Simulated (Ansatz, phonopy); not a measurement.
# SnOs (hypothetical, Pm-3m): thermal expansion from first principles, part 2 of 3

How much does SnOs (hypothetical) expand with temperature? The crystal structure is hypothetical: it was made by swapping elements on a known structure type.

Ansatz 0.2.0; DFT PBE, scalar-relativistic, plane waves, PAW.

So far. Step 2 (A first coarse run): The start is under 139 GPa at this level and looks like a metal on this mesh. Step 5 (Tight relaxation): The residual pressure is -1.2e-4 GPa, small enough for phonons.

## Step 6: Phonons on strained cells

Thermal expansion follows from how the free energy of the vibrations (and of the electrons in a metal) changes with strain, so the program makes strained cells, their phonons and a fit in one run.

Contents of input.yaml:

```yaml
crystal:
  lattice:
    - [3.2539747594, 0.0, 0.0]
    - [0.0, 3.2539747594, 0.0]
    - [0.0, 0.0, 3.2539747594]
  atoms:
    - { symbol: Sn, position: [0.5, 0.5, 0.5] }
    - { symbol: Os, position: [0.0, 0.0, 0.0] }
kpoints:
  mp_grid: { grid: [16, 16, 16] }
hamiltonian:
  xc: pbe
scf:
  occupations: { method: methfessel_paxton, width: 0.2 }
output:
  eigenvalues: true
phonons:
  method: dfpt
  qmesh: [2, 2, 2]
  temperatures: { t_max: 700.0, t_step: 50 }
  thermal_expansion: {}
```

Launch:

```bash
> ansatz run input.yaml --threads 4 --pin off --max-ram 8192MiB --backend cpu --events-out ev --progress --plain --runs-dir out
```

Numbers of over 12 decimals in the logs are rounded to 6 here.

The log of the run:

```text
[...]
Crystal: 2 atoms, lattice volume = 34.454 Å³
Basis set: ecut = 487.2 eV, 847 PW (Γ), exchange–correlation on 48×48×48 points (8 copies of the dense FFT grid, shifted against one another)
Bands: 19, of which v1, the nominal top of the filled ones, is band 15 counted from 1 (14 counted from 0)
Symmetry: 48 space group operations
[...]
k-points: 165 of 4096
[...]
SCF iter   1: F=—  HF=-17407.870299 eV  |F-HF|=—  |Δ(HF+E_count)|=         —  Δρ=6.35e-3  dr2=2.54e-2  ethr=1.77e-3  ⟨swp⟩=4.9  Hψ=12847  notcnv=0
[...]
SCF iter   8: F=-17407.864132 eV  HF=-17407.864132 eV  |F-HF|=1.09e-11  |Δ(HF+E_count)|=  3.64e-12  S|Δr|=    0.00e0  Δρ=4.64e-8  dr2=1.85e-13  ethr=1.00e-12  ⟨swp⟩=5.4  Hψ=12803  notcnv=0
SCF 1 converged in 8 iterations: F = -17407.864132 eV  dr2 = 1.85e-13
[...]
relax step   1: F+E_penalty+E_count = -17407.86413151 eV  Δ(F+E_penalty+E_count) = +0.000e0 eV  max|allowed force component| = 1.979e-29 eV/Å  Δτ_max = 0.0000 Å  (8 SCF iters, accepted)
SCF converged after 8 iterations
[...]
Free energy (F): -17407.864132 eV
[...]
Internal energy: -17407.863591 eV  (E = F + TS)
E sigma→0 (E₀):  -17407.863996 eV
Entropy (-TS):   -0.000541 eV (-0.270 meV/atom)
Fermi energy:    19.700930 eV
[...]
--- Stress (GPa, compression-positive) ---
       -0.047104       0.000000       0.000000
        0.000000      -0.047104       0.000000
        0.000000       0.000000      -0.047104
  P = ⅓ Tr σ = -0.0471 GPa (-0.471 kbar)
--- Band table (eV; the first three rows and the last of 165) ---
  k-point 0: bands = [... 11 lower, 15.8342, 19.0131, 19.0131, 19.0131, 21.9427, 21.9427, 21.9427, 26.3743]
  k-point 1: bands = [... 11 lower, 15.8442, 18.8491, 18.8491, 19.0117, 21.5490, 22.1771, 22.1771, 26.7353]
  k-point 2: bands = [... 11 lower, 15.8731, 18.4705, 18.4705, 19.0079, 20.7434, 22.7677, 22.7677, 27.3941]
  k-point 164: bands = [... 11 lower, 13.8214, 16.1083, 20.2728, 20.2728, 22.2423, 22.2423, 22.2423, 23.6889]
── thermal expansion: 3 new cells, 3 in all ──
thermal expansion: relaxation of cell 2
thermal expansion: relaxation of cell 3
── thermal expansion: 2 new cells, 5 in all ──
thermal expansion: relaxation of cell 4
thermal expansion: lower-state search of cell 4
thermal expansion: electrons of cell 4
thermal expansion: phonons of cell 4
WARN: thermal expansion, phonons of cell 4: eigensolver did not converge (k=82): 1 band(s) unlocked after 20 sweeps at ethr=1.00e-12 eV (lowest unlocked band 18, counted from 0; max residual 9.43e-6 eV among the unlocked bands, 9.43e-6 eV over every band)
thermal expansion: relaxation of cell 5
thermal expansion: electrons of cell 1
thermal expansion: electrons of cell 2
thermal expansion: electrons of cell 3
thermal expansion: electrons of cell 5
thermal expansion: phonons of cell 5
[...]
── thermal expansion: 6 new cells, 11 in all ──
thermal expansion: relaxation of cell 6
thermal expansion: relaxation of cell 7
thermal expansion: relaxation of cell 8
thermal expansion: relaxation of cell 9
thermal expansion: relaxation of cell 10
thermal expansion: relaxation of cell 11
thermal expansion: electrons of cell 6
thermal expansion: electrons of cell 7
thermal expansion: electrons of cell 8
thermal expansion: electrons of cell 9
thermal expansion: electrons of cell 10
thermal expansion: electrons of cell 11
thermal expansion: phonons of cell 6
[...]
thermal expansion: phonons of cell 7
[...]
thermal expansion: phonons of cell 8
[...]
WARN: thermal expansion: eigensolver_not_converged in the phonons of 5 cells: 4, 5, 6, 7, 8
--- Relaxed structure (1 steps of the walk, 1 accepted, 0 SCFs on fresh bases) ---
  F+E_penalty+E_count = -17407.86413151 eV   max|allowed force component| = 1.979e-29 eV/Å
  atoms:
    - { symbol: Sn, position: [0.5, 0.5, 0.5] }
    - { symbol: Os, position: [0.0, 0.0, 0.0] }
--- Thermal expansion: 11 cells in 3 rounds, 0 GPa ---
  no lower state was reached at cell 4; its state was not examined: fill_not_monotonic
  without vibrations: a 3.25374, b 3.25374, c 3.25374 Å, V 34.4469 Å³, B 194.99 GPa
  at 0 K: a 3.25667, b 3.25667, c 3.25667 Å, V 34.5399 Å³, B 192.84 GPa
  zero-point expansion: a +0.090, b +0.090, c +0.090, V +0.270 %
      T/K        a/Å        b/Å        c/Å       V/Å³ | expansion of a, b, c, V (1e-6/K)   | that of V in the mean from 25 °C | C_P, C_V (J/mol K of the cell) | B_T, B_S (GPa)
     0.00    3.25667    3.25667    3.25667    34.5399 |    0.00    0.00    0.00    0.00 |   21.22 |     0.000     0.000 |   192.84   192.84
   100.00    3.25778    3.25778    3.25778    34.5751 |    7.17    7.17    7.17   21.52 |   26.81 |    37.297    37.113 |   190.93   191.88
   200.00    3.26052    3.26052    3.26052    34.6624 |    9.16    9.16    9.16   27.47 |   28.54 |    46.872    46.282 |   187.26   189.65
   298.15    3.26357    3.26357    3.26357    34.7598 |    9.83    9.83    9.83   29.48 |       - |    49.418    48.423 |   183.42   187.19
   350.00    3.26525    3.26525    3.26525    34.8137 |   10.08   10.08   10.08   30.23 |   29.89 |    50.174    48.958 |   181.34   185.84
   450.00    3.26861    3.26861    3.26861    34.9213 |   10.50   10.50   10.50   31.50 |   30.60 |    51.251    49.587 |   177.20   183.15
   550.00    3.27211    3.27211    3.27211    35.0336 |   10.91   10.91   10.91   32.72 |   31.28 |    52.129    49.981 |   172.93   180.36
   650.00    3.27575    3.27575    3.27575    35.1506 |   11.32   11.32   11.32   33.97 |   31.95 |    52.959    50.282 |   168.51   177.48
   700.00    3.27762    3.27762    3.27762    35.2109 |   11.54   11.54   11.54   34.63 |   32.30 |    53.379    50.419 |   166.25   176.01
  the static fit leaves 0.002 meV an atom of the energies and, of the stresses, 0.000 GPa of each cell's largest along a strain (root mean squares over the cells), whose Pulay part it has at -0.039 GPa
  vibrations' free energy: its fit leaves 0.0001 meV an atom at the most
  the electrons' free energy at temperature is in it; its fit leaves 0.0005 meV an atom at the most
  free energies summed between the sampled wave vectors
  estimated error of the fitted expansion in any direction: up to 0.026e-6/K, at 600 K (an estimate, not a bound: it was exceeded on models of known expansion)
  by sums over the sampled wave vectors an expansion of the volume parts by up to 0.43e-6/K
  by a static energy of one degree less an expansion of the volume parts by up to 0.02e-6/K
  eigensolver_not_converged in the phonons of 5 cells: 4, 5, 6, 7, 8
```

It took 15 min on 4 threads of Arm Neoverse V1, shared host; peak memory 1.8 GiB.

Numbers from this step:

* pressure: -0.04710 GPa
* volume expansion coefficient at 298 K: 29.48 1e-6/K
* C_P at 298 K: 24.71 J/mol-atom/K
* entropy at 298 K: 38.41 J/mol-atom/K
* isothermal bulk modulus at 298 K: 183.4 GPa
* Grüneisen parameter at 298 K: 2.338
* volume at 298 K: 17.38 Å³/atom
* principal linear expansion coefficients at 298 K: 9.827, 9.827, 9.827 1e-6/K

Strained cells of the study; zero-point energy where phonons were solved; the pressures are stresses at a fixed cutoff and can carry an offset from the finite basis. Expansion cells, by row:

| cell | \|a\| (Å) | \|b\| (Å) | \|c\| (Å) | V (Å³/atom) | E - E_lowest (meV/atom) | pressure, compression positive (GPa) | gap (eV) | zero-point energy (meV/atom) |
| --- | --- | --- | --- | --- | --- | --- | --- | --- |
| 1 | 3.254 | 3.254 | 3.254 | 17.23 | 0 | -0.086 | - | - |
| 2 | 3.28 | 3.28 | 3.28 | 17.64 | 5.966 | -4.472 | - | - |
| 3 | 3.228 | 3.228 | 3.228 | 16.82 | 6.008 | 4.85 | - | - |
| 4 | 3.254 | 3.254 | 3.254 | 17.23 | 0 | -0.094 | - | 24.64 |
| 5 | 3.27 | 3.27 | 3.27 | 17.49 | 2.4 | -2.901 | - | 23.8 |
| 6 | 3.265 | 3.265 | 3.265 | 17.4 | 1.033 | -1.936 | - | 24.1 |
| 7 | 3.275 | 3.275 | 3.275 | 17.57 | 3.977 | -3.69 | - | 23.55 |
| 8 | 3.286 | 3.286 | 3.286 | 17.74 | 8.777 | -5.359 | - | 23 |
| 9 | 3.222 | 3.222 | 3.222 | 16.72 | 9.48 | 6.176 | - | - |
| 10 | 3.238 | 3.238 | 3.238 | 16.97 | 2.29 | 2.927 | - | - |
| 11 | 3.302 | 3.302 | 3.302 | 18 | 19.34 | -7.708 | - | - |

Quasi-harmonic; a, b, c are the run's own cell vectors. Expansion, by row:

| T (K) | a (Å) | b (Å) | c (Å) | alpha (deg) | beta (deg) | gamma (deg) | cell volume (Å³/cell) | alpha_a (1e-6/K) | alpha_b (1e-6/K) | alpha_c (1e-6/K) | alpha_V (1e-6/K) | C_P (J/mol-atom/K) | C_V (J/mol-atom/K) | S (J/mol-atom/K) | B_T (GPa) | B_S (GPa) | Grueneisen | extrapolation | fit error (1e-6/K) |
| --- | --- | --- | --- | --- | --- | --- | --- | --- | --- | --- | --- | --- | --- | --- | --- | --- | --- | --- | --- |
| 0 | 3.257 | 3.257 | 3.257 | 90 | 90 | 90 | 34.54 | 0 | 0 | 0 | 0 | 0 | 0 | 0 | 192.8 | 192.8 | - | 0 | 0 |
| 50 | 3.257 | 3.257 | 3.257 | 90 | 90 | 90 | 34.55 | 3.57 | 3.57 | 3.57 | 10.7 | 9.364 | 9.353 | 4.052 | 192.4 | 192.7 | 2.289 | 0 | 0 |
| 100 | 3.258 | 3.258 | 3.258 | 90 | 90 | 90 | 34.58 | 7.17 | 7.17 | 7.17 | 21.52 | 18.65 | 18.56 | 13.94 | 190.9 | 191.9 | 2.305 | 0 | 0.01 |
| 150 | 3.259 | 3.259 | 3.259 | 90 | 90 | 90 | 34.62 | 8.52 | 8.52 | 8.52 | 25.55 | 21.98 | 21.79 | 22.23 | 189.1 | 190.8 | 2.312 | 0 | 0.01 |
| 200 | 3.261 | 3.261 | 3.261 | 90 | 90 | 90 | 34.66 | 9.16 | 9.16 | 9.16 | 27.47 | 23.44 | 23.14 | 28.78 | 187.3 | 189.7 | 2.32 | 0 | 0 |
| 250 | 3.262 | 3.262 | 3.262 | 90 | 90 | 90 | 34.71 | 9.55 | 9.55 | 9.55 | 28.65 | 24.22 | 23.83 | 34.1 | 185.3 | 188.4 | 2.329 | 0 | 0.01 |
| 298.1 | 3.264 | 3.264 | 3.264 | 90 | 90 | 90 | 34.76 | 9.83 | 9.83 | 9.83 | 29.48 | 24.71 | 24.21 | 38.41 | 183.4 | 187.2 | 2.338 | 0 | 0.01 |
| 300 | 3.264 | 3.264 | 3.264 | 90 | 90 | 90 | 34.76 | 9.84 | 9.84 | 9.84 | 29.51 | 24.72 | 24.22 | 38.56 | 183.3 | 187.2 | 2.338 | 0 | 0.01 |
| 350 | 3.265 | 3.265 | 3.265 | 90 | 90 | 90 | 34.81 | 10.08 | 10.08 | 10.08 | 30.23 | 25.09 | 24.48 | 42.4 | 181.3 | 185.8 | 2.347 | 0 | 0.01 |
| 400 | 3.267 | 3.267 | 3.267 | 90 | 90 | 90 | 34.87 | 10.29 | 10.29 | 10.29 | 30.88 | 25.38 | 24.66 | 45.77 | 179.3 | 184.5 | 2.357 | 0 | 0.01 |
| 450 | 3.269 | 3.269 | 3.269 | 90 | 90 | 90 | 34.92 | 10.5 | 10.5 | 10.5 | 31.5 | 25.62 | 24.79 | 48.78 | 177.2 | 183.2 | 2.367 | 0 | 0.01 |
| 500 | 3.27 | 3.27 | 3.27 | 90 | 90 | 90 | 34.98 | 10.7 | 10.7 | 10.7 | 32.11 | 25.85 | 24.9 | 51.49 | 175.1 | 181.8 | 2.377 | 0 | 0.01 |
| 550 | 3.272 | 3.272 | 3.272 | 90 | 90 | 90 | 35.03 | 10.91 | 10.91 | 10.91 | 32.72 | 26.06 | 24.99 | 53.96 | 172.9 | 180.4 | 2.388 | 0 | 0.02 |
| 600 | 3.274 | 3.274 | 3.274 | 90 | 90 | 90 | 35.09 | 11.11 | 11.11 | 11.11 | 33.34 | 26.27 | 25.07 | 56.24 | 170.7 | 178.9 | 2.399 | 0 | 0.03 |
| 650 | 3.276 | 3.276 | 3.276 | 90 | 90 | 90 | 35.15 | 11.32 | 11.32 | 11.32 | 33.97 | 26.48 | 25.14 | 58.35 | 168.5 | 177.5 | 2.41 | 0 | 0.02 |
| 700 | 3.278 | 3.278 | 3.278 | 90 | 90 | 90 | 35.21 | 11.54 | 11.54 | 11.54 | 34.63 | 26.69 | 25.21 | 60.32 | 166.2 | 176 | 2.421 | 0 | 0.02 |

The expansion coefficient by temperature; values in 1e-6/K:

| temperature (K) | volume | principal 1 |
| --- | --- | --- |
| 0 | 0 | 0 |
| 50 | 10.7 | 3.57 |
| 100 | 21.5 | 7.17 |
| 150 | 25.6 | 8.52 |
| 200 | 27.5 | 9.16 |
| 250 | 28.6 | 9.55 |
| 298 | 29.5 | 9.83 |
| 300 | 29.5 | 9.84 |
| 350 | 30.2 | 10.1 |
| 400 | 30.9 | 10.3 |
| 450 | 31.5 | 10.5 |
| 500 | 32.1 | 10.7 |
| 550 | 32.7 | 10.9 |
| 600 | 33.3 | 11.1 |
| 650 | 34.0 | 11.3 |
| 700 | 34.6 | 11.5 |

At 298 K the volume expansion is 29.5 × 10⁻⁶/K and B_T is 183 GPa. The q-mesh is coarse, so this is a first estimate. The program raised the cutoff to 487.2 eV by itself: with no cutoff typed, the study takes about 1.16 times the default for its relaxations and scales it with the volume for the phonons.

## Step 7: Free-energy fit

This step: DFT PBE, scalar-relativistic, plane waves, PAW (phonopy 4.10.0).

This step gave:

```yaml
volume_expansion_coefficient_at_300_k: 29.5 1e-6/K
isothermal_bulk_modulus_at_300_k: 183.2 GPa
c_p_at_300_k: 24.82 J/mol-atom/K
grueneisen_parameter_at_300_k: 2.349
```

The energy (each curve on its own zero) by volume; values in meV/atom:

| volume (Å³/atom) | static | F at 0 K | F at 300 K | F at 700 K |
| --- | --- | --- | --- | --- |
| 17.228 | 0 | 0.83 | 2.77 | 6.31 |
| 17.396 | 1.03 | 1.31 | 2 | 3.23 |
| 17.488 | 2.4 | 2.38 | 2.36 | 2.31 |
| 17.565 | 3.98 | 3.71 | 3.08 | 1.94 |
| 17.736 | 8.78 | 7.95 | 5.97 | 2.39 |

Phonopy-qha, vinet fit of F(V) at each temperature. Qha vinet, by row:

| T (K) | fitted volume (Å³/atom) | alpha_V (1e-6/K) | B_T (GPa) | C_P (J/mol-atom/K) | Grueneisen |
| --- | --- | --- | --- | --- | --- |
| 100 | 17.29 | 20.45 | 190.7 | 18.46 | 2.192 |
| 150 | 17.31 | 25.25 | 188.9 | 22.12 | 2.288 |
| 200 | 17.33 | 27.38 | 187.1 | 23.59 | 2.318 |
| 250 | 17.36 | 28.62 | 185.2 | 24.34 | 2.335 |
| 300 | 17.38 | 29.5 | 183.2 | 24.82 | 2.349 |
| 350 | 17.41 | 30.23 | 181.2 | 25.16 | 2.362 |
| 400 | 17.43 | 30.88 | 179.2 | 25.43 | 2.375 |
| 450 | 17.46 | 31.5 | 177.2 | 25.67 | 2.389 |
| 500 | 17.49 | 32.1 | 175.1 | 25.89 | 2.403 |
| 550 | 17.52 | 32.71 | 173 | 26.1 | 2.417 |
| 600 | 17.55 | 33.33 | 170.8 | 26.3 | 2.432 |

The volume expansion coefficient by temperature; values in 1e-6/K:

| temperature (K) | phonopy-qha, Vinet | Ansatz's own study |
| --- | --- | --- |
| 100 | 20.4 | 21.5 |
| 150 | 25.2 | 25.6 |
| 200 | 27.4 | 27.5 |
| 250 | 28.6 | 28.6 |
| 300 | 29.5 | 29.5 |
| 350 | 30.2 | 30.2 |
| 400 | 30.9 | 30.9 |
| 450 | 31.5 | 31.5 |
| 500 | 32.1 | 32.1 |
| 550 | 32.7 | 32.7 |
| 600 | 33.3 | 33.3 |

The fit gives a volume expansion of 29.5 × 10⁻⁶/K at 300 K, against 29.5 at 298 K from the study itself, whose static fit uses more cells.

## Step 8: Phonons on strained cells, q-mesh 4×4×4

Thermal expansion follows from how the free energy of the vibrations (and of the electrons in a metal) changes with strain, so the program makes strained cells, their phonons and a fit in one run.

This step: DFT PBE, scalar-relativistic, plane waves, PAW (Ansatz 0.2.0).

input.yaml, as its differences from that of step 6:

```diff
@@ -18,3 +18,3 @@
   method: dfpt
-  qmesh: [2, 2, 2]
+  qmesh: [4, 4, 4]
   temperatures: { t_max: 700.0, t_step: 50 }
```

The log of the run:

```text
The last accepted step is kept in <dir> (removed where the run ends without a failure and the disk answers)
Engine: ansatz 0.2.0, aarch64-unknown-linux-gnu
Pseudopotentials: kind: paw
Pseudopotential: Sn, paw, valence charge 14, recommended cutoff 420 eV (normal), Sn.paw.azcp
Pseudopotential: Os, paw, valence charge 16, recommended cutoff 420 eV (normal), Os.paw.azcp
Functional definition: PBE
  parameter kappa = 0.804
  parameter beta = 0.066725
  exchange = pbe_x(kappa = kappa, mu = beta*pi^2/3)
  correlation = pbe_c(beta = beta)
Crystal: 2 atoms, lattice volume = 34.454 Å³
Basis set: ecut = 487.2 eV, 847 PW (Γ), exchange–correlation on 48×48×48 points (8 copies of the dense FFT grid, shifted against one another)
Bands: 19, of which v1, the nominal top of the filled ones, is band 15 counted from 1 (14 counted from 0)
Symmetry: 48 space group operations
Space group: Pm-3m (ITA 221), of the structure as read, at distance tolerance 3.3e-5 Å
k-points: 165 of 4096
Non-local potential: Sn, projectors of the file, l = 0: 2, l = 1: 2, l = 2: 2, l = 3: 2
Non-local potential: Os, projectors of the file, l = 0: 3, l = 1: 2, l = 2: 2, l = 3: 1
PAW form: soft (Blöchl's): semilocal exchange-correlation on the pseudo side does not see the compensation charge
PAW one-centre angular grid: Sn, 590 points (default); XC on 64 Gauss nodes
PAW one-centre angular grid: Os, 590 points (default); XC on 64 Gauss nodes
Initial density: superposition of atomic densities (neutral atoms: chi_scale 0, normalization atom), corrected by the library's trained network
Initial wavefunctions: pseudopotential atomic-orbital guess
Functional: x = pbe(κ = 0.804, μ = 0.219515), c = pbe(β = 0.066725)
SCF iter   1: F=—  HF=-17407.870299 eV  |F-HF|=—  |Δ(HF+E_count)|=         —  Δρ=6.35e-3  dr2=2.54e-2  ethr=1.77e-3  ⟨swp⟩=4.9  Hψ=12847  notcnv=0
preconditioner: auto → none  [metal: Δε(μ)=0.038 eV  Ē_g=15.986 eV  σ=0.200 eV  W_gap=0.16  n_scr=6 (ndim 8)  ℏωp=29.7 eV  f_vac=0.000  D(μ)=0.54/eV (n_scr^D=0)  sad-step TF]
SCF iter   2: F=—  HF=-17407.867035 eV  |F-HF|=—  |Δ(HF+E_count)|=   3.26e-3  S|Δr|=    0.00e0  Δρ=4.57e-3  dr2=1.38e-2  ethr=8.45e-5  ⟨swp⟩=1.7  Hψ=4920  notcnv=0
SCF iter   3: F=—  HF=-17407.864213 eV  |F-HF|=—  |Δ(HF+E_count)|=   2.82e-3  S|Δr|=    0.00e0  Δρ=7.77e-4  dr2=4.37e-4  ethr=4.59e-5  ⟨swp⟩=2.0  Hψ=3714  notcnv=0
SCF iter   4: F=—  HF=-17407.864120 eV  |F-HF|=—  |Δ(HF+E_count)|=   9.24e-5  S|Δr|=    0.00e0  Δρ=7.70e-5  dr2=1.58e-6  ethr=1.46e-6  ⟨swp⟩=2.0  Hψ=3976  notcnv=0
SCF iter   5: F=—  HF=-17407.864131 eV  |F-HF|=—  |Δ(HF+E_count)|=   1.13e-5  S|Δr|=    0.00e0  Δρ=9.33e-6  dr2=2.20e-8  ethr=5.27e-9  ⟨swp⟩=2.2  Hψ=4462  notcnv=0
[...]
E_local      = -1501.898009  (includes V_loc(G=0)·N_el)
  E_nonlocal   = -33.619583
  E_hartree    = 806.975045
  E_xc         = -649.273392
  E_vxc        = -380.578655  (∫ρ·V_xc dr)
  E_paw        = -13153.445360  (= ΣΔE_a)
  E_vpaw       = -573.159027  (= ΣTr[D̂ρ^β])
  E_aug_tail   = -0.000136  (compensation charges beyond the density's cutoff)
  E_ewald      = -3632.521898
  E_smearing   = -0.000541  (= −TS)
  E_closure    = 0.000000  (closes the sum)
  Σ components = -17407.864132   (vs F -17407.864132, Δ=0.00e0)
--- Forces (eV/Å), atoms counted from 1 ---
  atom   1  Sn     0.00000000    -0.00000000     0.00000000
  atom   2  Os     0.00000000     0.00000000    -0.00000000
  max |Σ_I F_I| component: 4.04e-29 eV/Å
--- Stress (GPa, compression-positive) ---
       -0.047104       0.000000       0.000000
        0.000000      -0.047104       0.000000
        0.000000       0.000000      -0.047104
  P = ⅓ Tr σ = -0.0471 GPa (-0.471 kbar)
--- Band table (eV; the first three rows and the last of 165) ---
  k-point 0: bands = [... 11 lower, 15.8342, 19.0131, 19.0131, 19.0131, 21.9427, 21.9427, 21.9427, 26.3743]
  k-point 1: bands = [... 11 lower, 15.8442, 18.8491, 18.8491, 19.0117, 21.5490, 22.1771, 22.1771, 26.7353]
  k-point 2: bands = [... 11 lower, 15.8731, 18.4705, 18.4705, 19.0079, 20.7434, 22.7677, 22.7677, 27.3941]
  k-point 164: bands = [... 11 lower, 13.8214, 16.1083, 20.2728, 20.2728, 22.2423, 22.2423, 22.2423, 23.6889]
── thermal expansion: 3 new cells, 3 in all ──
thermal expansion: relaxation of cell 2
thermal expansion: relaxation of cell 3
── thermal expansion: 2 new cells, 5 in all ──
thermal expansion: relaxation of cell 4
thermal expansion: lower-state search of cell 4
thermal expansion: electrons of cell 4
thermal expansion: phonons of cell 4
WARN: thermal expansion, phonons of cell 4: eigensolver did not converge (k=82): 1 band(s) unlocked after 20 sweeps at ethr=1.00e-12 eV (lowest unlocked band 18, counted from 0; max residual 9.43e-6 eV among the unlocked bands, 9.43e-6 eV over every band)
thermal expansion: relaxation of cell 5
thermal expansion: electrons of cell 1
thermal expansion: electrons of cell 2
thermal expansion: electrons of cell 3
thermal expansion: electrons of cell 5
thermal expansion: phonons of cell 5
WARN: thermal expansion, phonons of cell 5: eigensolver did not converge (k=82): 1 band(s) unlocked after 20 sweeps at ethr=1.00e-12 eV (lowest unlocked band 18, counted from 0; max residual 1.63e-5 eV among the unlocked bands, 1.63e-5 eV over every band)
── thermal expansion: 6 new cells, 11 in all ──
thermal expansion: relaxation of cell 6
thermal expansion: relaxation of cell 7
thermal expansion: relaxation of cell 8
thermal expansion: relaxation of cell 9
thermal expansion: relaxation of cell 10
thermal expansion: relaxation of cell 11
thermal expansion: electrons of cell 6
thermal expansion: electrons of cell 7
thermal expansion: electrons of cell 8
thermal expansion: electrons of cell 9
thermal expansion: electrons of cell 10
thermal expansion: electrons of cell 11
thermal expansion: phonons of cell 6
WARN: thermal expansion, phonons of cell 6: eigensolver did not converge (k=82): 1 band(s) unlocked after 20 sweeps at ethr=1.00e-12 eV (lowest unlocked band 18, counted from 0; max residual 1.71e-5 eV among the unlocked bands, 1.71e-5 eV over every band)
[key lines of the parts left out:]
SCF converged after 8 iterations
Free energy (F): -17407.864132 eV
Fermi energy:    19.700930 eV
```

Wall time 38 min (4 threads); peak memory 4.3 GiB.

The run was cut off at its time limit.

[end of part 2 of 3]

[Logs are printed without paths, hosts, clocks, repeated set-up lines and the standing remarks that a program may print on its own settings, such as how far it seeks lower states.]

[Hosts, paths, dates, database ids (printed as entryN), source tags and the programs' standing remarks are cut or masked in the printed files.]

[A step with changed settings may run another functional than the one named; its input shows which.]
